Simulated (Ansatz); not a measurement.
# One crystal, many levels of theory: La2O3 (P-3m1), part 2 of 2

Wanted: a ladder of band gaps for La2O3 (P-3m1), from density functionals to G0W0.

Ansatz 0.2.0; density functionals, hybrids and G0W0, plane waves, PAW. Known limits of the many-body steps: finite bands, screening cutoff and k mesh; no spin-orbit coupling in G0W0.

So far. Step 9 (G0W0@HSE06, 6×6×4 mesh, 244 empty bands, screening to …): Over all 24 irreducible mesh points the G0W0 gap is 5.640 eV, from k = (0.000, -0.500, -0.500) to k = (0.333, 0.333, 0.000). The HSE06 gap of this run on the mesh is 5.285 eV. The two states that bound the G0W0 gap lie that far apart at the start, so the correction of the gap is 5.640 − 5.285 = +0.355 eV.

In doubt: masses and optical values from hybrid runs of this build are listed as unsure (steps 9, 10), which bears on the screening that GW takes from such a start.

### 11. The ladder

Each gap is the least one over the points named; times are wall times on shared hosts, not benchmarks. A G0W0 time includes the run's own self-consistent start. Runs with listed points see these and the mesh alone, so an edge that moves elsewhere is missed. Rows marked * are further runs, not shown as steps, whose inputs differ from the G0W0 step on the same start in the columns given; solver thresholds can differ too. Symmetry makes (0.500, 0.000, 0.500) and (0.000, -0.500, -0.500) one point.

```
     level     mesh       files, cutoff  bands summed, screening                          points  gap (eV)              valence top      conduction bottom  least direct gap (eV)   time
       LDA  12×12×4  soft_2 PAW, 420 eV                        -          mesh and listed points     3.731   (0.250, 0.250, -0.500)  (0.333, 0.333, 0.000)                  3.824   12 s
       PBE  12×12×4  soft_2 PAW, 420 eV                        -                   mesh and path     3.841    (0.500, 0.000, 0.500)  (0.500, 0.000, 0.000)                  3.966    7 s
   PBE+SOC  12×12×4  soft_2 PAW, 420 eV                        -          mesh and listed points     3.828    (0.500, 0.000, 0.500)  (0.500, 0.000, 0.000)                  3.955  6.1 s
     HSE06    6×6×2  soft_2 PAW, 420 eV                        -          mesh and listed points     5.287    (0.500, 0.000, 0.500)  (0.333, 0.333, 0.000)                  5.414   19 s
      PBE0    6×6×2  soft_2 PAW, 420 eV                        -          mesh and listed points     6.029    (0.500, 0.000, 0.500)  (0.333, 0.333, 0.000)                  6.156   43 s
  DDH-PBE0    6×6×2  soft_2 PAW, 420 eV                        -          mesh and listed points     5.666    (0.500, 0.000, 0.500)  (0.333, 0.333, 0.000)                  5.791   37 s
 G0W0@PBE*    6×6×4  soft_2 PAW, 420 eV               106, 60 eV  all 24 irreducible mesh points     5.389  (0.000, -0.500, -0.500)  (0.333, 0.333, 0.000)                  5.478   19 s
 G0W0@PBE*    6×6×4  soft_2 PAW, 420 eV              264, 120 eV  all 24 irreducible mesh points     5.373  (0.000, -0.500, -0.500)  (0.333, 0.333, 0.000)                  5.485   31 s
  G0W0@PBE    6×6×4  soft_2 PAW, 420 eV              545, 200 eV  all 24 irreducible mesh points     5.479  (0.000, -0.500, -0.500)  (0.333, 0.333, 0.000)                  5.605   44 s
 G0W0@PBE*    6×6×2  soft_2 PAW, 420 eV              264, 120 eV  all 14 irreducible mesh points     5.371  (0.000, -0.500, -0.500)  (0.333, 0.333, 0.000)                  5.478   13 s
G0W0@HSE06    6×6×4  soft_2 PAW, 420 eV              264, 120 eV  all 24 irreducible mesh points     5.640  (0.000, -0.500, -0.500)  (0.333, 0.333, 0.000)                  5.766   68 s
 G0W0@PBE0    6×6×4  soft_2 PAW, 420 eV              264, 120 eV  all 24 irreducible mesh points     5.855  (0.000, -0.500, -0.500)  (0.333, 0.333, 0.000)                  5.977   62 s
```

### 12. Summary of results

| Quantity | Value |
| --- | --- |
| LDA, over mesh and listed points | 3.731 eV |
| PBE, over mesh and path | 3.841 eV |
| PBE+SOC, over mesh and listed points | 3.828 eV |
| HSE06, over mesh and listed points | 5.287 eV |
| PBE0, over mesh and listed points | 6.029 eV |
| DDH-PBE0, over mesh and listed points | 5.666 eV |
| G0W0@PBE (545 bands, 6×6×4), over all 24 irreducible mesh points | 5.479 eV |
| G0W0@HSE06, over all 24 irreducible mesh points | 5.640 eV |
| G0W0@PBE0, over all 24 irreducible mesh points | 5.855 eV |
| known limits | finite bands, screening cutoff and k mesh; no spin-orbit coupling in G0W0 |

What this shows: The rows run from 3.731 eV (LDA) to 6.029 eV (PBE0). They differ in mesh, bands and screening cutoff of G0W0 and the points over which the gap was sought as well as in level, so only pairs that share these are like for like. PBE+SOC against PBE: 3.828 − 3.841 = −0.013 eV, with the same mesh, set of files (read in its fully relativistic form for the spin-orbit run) and cutoff, and both edges at the same k points. The spin-orbit run sees mesh and listed points alone, so its gap is an upper bound: the coupling can move an edge off these points, and the change over the zone, its sign included where it is small, is not known. PBE0 against HSE06: 6.029 − 5.287 = +0.742 eV, with the same mesh, files and cutoff, and both edges at the same k points. DDH-PBE0 against PBE0: 5.666 − 6.029 = −0.363 eV, with the same mesh, files and cutoff, and both edges at the same k points. G0W0@HSE06 against G0W0@PBE with 264 bands: 5.640 − 5.373 = +0.267 eV, with the same mesh, files and cutoffs, and both edges at the same k points. G0W0@PBE0 against G0W0@HSE06 with 264 bands: 5.855 − 5.640 = +0.215 eV, with the same mesh, files and cutoffs, and both edges at the same k points. The dielectric-dependent hybrid took 0.209 of exact exchange, against 0.25 in PBE0. G0W0@PBE (545 bands, 6×6×4) moves the gap of its own start on the mesh by 5.479 − 3.841 = +1.638 eV, with other states at the edges (they lie 3.855 eV apart at the start). Both edges that PBE shows over mesh and path lie at k points where levels were corrected. G0W0 has the conduction bottom at another k point than that. Levels at other points were not corrected, so a lower G0W0 gap elsewhere in the zone is not ruled out. G0W0@HSE06 moves the gap of its own start on the mesh by 5.640 − 5.285 = +0.355 eV, between the same two levels. Both edges that HSE06 shows over mesh and listed points lie at k points where levels were corrected. Levels at other points were not corrected, so a lower G0W0 gap elsewhere in the zone is not ruled out. G0W0@PBE0 moves the gap of its own start on the mesh by 5.855 − 6.028 = −0.173 eV, between the same two levels. Both edges that PBE0 shows over mesh and listed points lie at k points where levels were corrected. Levels at other points were not corrected, so a lower G0W0 gap elsewhere in the zone is not ruled out. What spin-orbit coupling does to the G0W0 levels was not computed, so no sum with the G0W0 gap is formed. For G0W0@PBE: from 106 bands and 60 eV to 545 bands and 200 eV the gap moves by 5.479 − 5.389 = +0.090 eV (rung by rung 5.389, 5.373, 5.479 eV); bands and screening cutoff rise together, so their parts are not told apart. The gap turns back along the series (5.389, 5.373, 5.479 eV), so no line is drawn and the limit is not known. The other G0W0 rows are shown at one basis each (264 bands), so their distance from the limit is not known here. With the 6×6×2 mesh in place of the 6×6×4 mesh and all else as in the G0W0@PBE row with 264 bands, the gap differs by 5.371 − 5.373 = −0.002 eV, and that of the start by 3.843 − 3.841 = +0.002 eV. For G0W0@PBE (545 bands, 6×6×4): the program marks 30 of the 96 corrected levels as in doubt (energies apart), neither edge state among them. The G0W0 runs are scalar-relativistic. The cell holds La; where the f levels lie against the gap was not analysed here. G0W0@PBE runs of this series with other atomic data on the same mesh, not shown as steps, give 5.350 eV (hard PAW, 930 eV, 264 bands, screening to 120 eV; the table's row with the same empty bands and screening cutoff has 5.373 eV); where bands and cutoffs differ too, the part of the files is not isolated.

[Paths, hosts, dates, memory and timing lines, banners, echoed tables and standing remarks are left out of the program output.]

[Logs are printed without paths, hosts, clocks, repeated set-up lines and the standing remarks that a program may print on its own settings, such as how far it seeks lower states.]

[Runs of the session that timed out or met a known fault of the program may be left out.]

[Cells called generated may have been cut or substituted from an entry of the Crystallography Open Database or the Materials Project.]

[Hosts, paths, dates, database ids (printed as entryN), source tags and the programs' standing remarks are cut or masked in the printed files.]

[Where an RPA ε∞ is given, it is that of the G0W0 mesh and is not shown converged in it. Names of k-points follow the symmetry that the program found, which can be lower than the space group named. Band edges on a path are those of the sampled points; other points can move an edge, and change direct to indirect where valleys lie close.]

[Hybrid gaps are those of their k-mesh and are not shown converged in it.]
